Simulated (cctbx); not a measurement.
## Accept or mend?

Cell a = 7.1730 Å, b = 7.3520 Å, c = 13.1357 Å, α = 90.05°, β = 105.29°, γ = 119.02°; space group P-1 (no. 2).

Simulated single-crystal data (cctbx): Mo Kα, λ = 0.71073 Å, to d = 0.65 Å, 50 % of the full sphere, strongest reflection 70000 counts, noise from counting, a 2 % proportional error and a noise floor of 4 counts (s.d.); no absorption, and some extinction, which the refinements don't model.

An anisotropic refinement with weights 1/σ² prints:

```text
Rint 0.013, 3328 unique reflections to 0.65 A
cycle     R1     wR2    GooF  max shift (A)
   1  0.1041  0.2736   5.499   0.11881
   4  0.0768  0.2024   4.069   0.00030
final R1 0.0768 wR2 0.2024 GooF 4.069  parameters 111  data/parameter 30.0
atom        x        y        z      Ueq    occ   su(xyz)  su(Uiso or U11)
Ir1    0.00000  0.00000  0.50000   0.0094  1.000  0.00000  0.0004
Ir2    0.50000  0.50000  0.00000   0.0084  1.000  0.00000  0.0004
Ir3    0.50000  0.00000  0.00000   0.0081  1.000  0.00000  0.0004
Ir4    0.00000  0.50000  0.00000   0.0095  1.000  0.00000  0.0004
Ir5    0.50000  0.00000  0.50000   0.0098  1.000  0.00000  0.0004
Ir6    0.50000  0.50000  0.50000   0.0090  1.000  0.00000  0.0004
Te1    0.00000  0.50000  0.50000   0.0137  1.000  0.00000  0.0007
Te2    0.00000  0.00000  0.00000   0.0147  1.000  0.00000  0.0007
S1     0.74103  0.38471  0.60255   0.0285  1.000  0.00106  0.0025
S2     0.74220  0.88894  0.10268   0.0264  1.000  0.00105  0.0027
S3     0.26209  0.39921  0.60732   0.0193  1.000  0.00080  0.0020
S4     0.25366  0.89247  0.10897   0.0234  1.000  0.00098  0.0027
S5     0.21807  0.85814  0.59647   0.0325  1.000  0.00126  0.0030
S6     0.21106  0.34961  0.09607   0.0251  1.000  0.00095  0.0021
S7     0.72032  0.84785  0.58060   0.0058  1.000  0.00069  0.0013
difference map: max 26.53 min -6.34 rms 1.03
Q1    0.2812  0.6475  0.9165    2   27.59  2.34 A from Ir4
Q2    0.5000  0.5000  0.0000    1   11.16  0.00 A from Ir2
Q3    0.5000  0.0000  0.0000    1    9.54  0.00 A from Ir3
Q4    0.0000  0.5000  0.0000    1    8.91  0.00 A from Ir4
Q5    0.5000  0.5000  0.5000    1    8.83  0.00 A from Ir6
Q6    0.0000  0.0000  0.5000    1    8.80  0.00 A from Ir1
```

**Question.** Can this result stand? If not, what is the likely fault?

Mend it. The fault: an atom left out, S at (0.7124, 0.3413, 0.0812). Against the right model at the same level, R1 goes from 0.0204 to 0.0768 and GooF from 1.00 to 4.07, U of Ir3 shrinks from 0.0117 to 0.0081 Å², U of Ir1 shrinks from 0.0132 to 0.0094 Å² and the top difference peak, 27.6 e/Å³, lies 2.34 Å from Ir4. Q1 is the missing atom. With scattering power missing, scale and phases suffer, so peaks may also grow on the heavy atoms.

The compound is TeIr3S8. The right model at the same level gives:

```text
Rint 0.013, 3328 unique reflections to 0.65 A
cycle     R1     wR2    GooF  max shift (A)
   1  0.0360  0.0827   1.665   0.00773
   2  0.0204  0.0497   1.001   0.00006
final R1 0.0204 wR2 0.0497 GooF 1.001  parameters 120  data/parameter 27.7
atom        x        y        z      Ueq    occ   su(xyz)  su(Uiso or U11)
Ir1    0.00000  0.00000  0.50000   0.0132  1.000  0.00000  0.0001
Ir2    0.50000  0.50000  0.00000   0.0101  1.000  0.00000  0.0001
Ir3    0.50000  0.00000  0.00000   0.0117  1.000  0.00000  0.0001
Ir4    0.00000  0.50000  0.00000   0.0101  1.000  0.00000  0.0001
Ir5    0.50000  0.00000  0.50000   0.0124  1.000  0.00000  0.0001
Ir6    0.50000  0.50000  0.50000   0.0093  1.000  0.00000  0.0001
Te1    0.00000  0.50000  0.50000   0.0173  1.000  0.00000  0.0002
Te2    0.00000  0.00000  0.00000   0.0147  1.000  0.00000  0.0002
S1     0.75205  0.39819  0.59873   0.0199  1.000  0.00023  0.0005
S2     0.72762  0.86884  0.10309   0.0226  1.000  0.00024  0.0006
S3     0.25004  0.38813  0.60459   0.0208  1.000  0.00024  0.0006
S4     0.26185  0.89927  0.10774   0.0203  1.000  0.00024  0.0006
S5     0.22093  0.84906  0.59044   0.0208  1.000  0.00024  0.0006
S6     0.20890  0.35643  0.09857   0.0237  1.000  0.00025  0.0006
S7     0.72774  0.85782  0.58191   0.0192  1.000  0.00023  0.0006
S8     0.71239  0.34145  0.08143   0.0168  1.000  0.00021  0.0005
difference map: max 1.07 min -1.07 rms 0.26
Q1    0.4967  0.3562  0.1301    2    1.10  1.87 A from S8
Q2    0.1008  0.4475  0.9971    2    1.10  0.98 A from Ir4
Q3    0.1990  0.8412  0.4614    2    1.09  1.66 A from S5
Q4    0.4646  0.1817  0.5828    2    1.09  1.85 A from S1
Q5    0.1620  0.0165  0.4275    2    1.01  0.92 A from S7
Q6    0.0094  0.2037  0.7446    2    0.99  2.61 A from S2
```

The model is made up (kin elements in a known structure type, no relaxation), so it says nothing on whether the phase exists.

[Middle refinement cycles are left out of these outputs.]

[Logs are printed without paths, hosts, clocks, repeated set-up lines and the standing remarks that a program may print on its own settings, such as how far it seeks lower states.]
